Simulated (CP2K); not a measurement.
The C K edge of aminoacetaldehyde was computed by TDDFT (CP2K XAS_TDP, aug-cc-pVDZ, TDA) at these levels: PBE0, PBEh(45%) and PBEh(45%) + GW2X. The first three lines of C2 (bonded to C, N and 2 H) with a strength over 0.0015, energy in eV and strength:

```
run           first          second           third
  1  290.95 (0.015)  291.62 (0.026)  291.79 (0.006)
  2  284.67 (0.015)  285.34 (0.027)  285.51 (0.006)
  3  278.25 (0.007)  278.83 (0.003)  279.00 (0.012)
```

**Question.** Which run is which?

Run 1: PBEh(45%) + GW2X (45 % exact exchange). Run 2: PBEh(45%) (45 % exact exchange). Run 3: PBE0 (25 % exact exchange). Self-interaction lifts the core level, so the uncorrected lines rise with the share of exact exchange. The GW2X run keeps the spacings of its parent: 0.67 eV between the first two lines in run 1, 0.67 eV in run 2. Its shift is +6.28 eV, since the Kohn–Sham level at this share of exchange lies that far above the quasiparticle level.

[Banner, clock and machine lines of the logs are left out without a mark of their own.]

[Logs are printed without paths, hosts, clocks, repeated set-up lines and the standing remarks that a program may print on its own settings, such as how far it seeks lower states.]

[Hosts, paths, dates, database ids (printed as entryN), source tags and the programs' standing remarks are cut or masked in the printed files.]
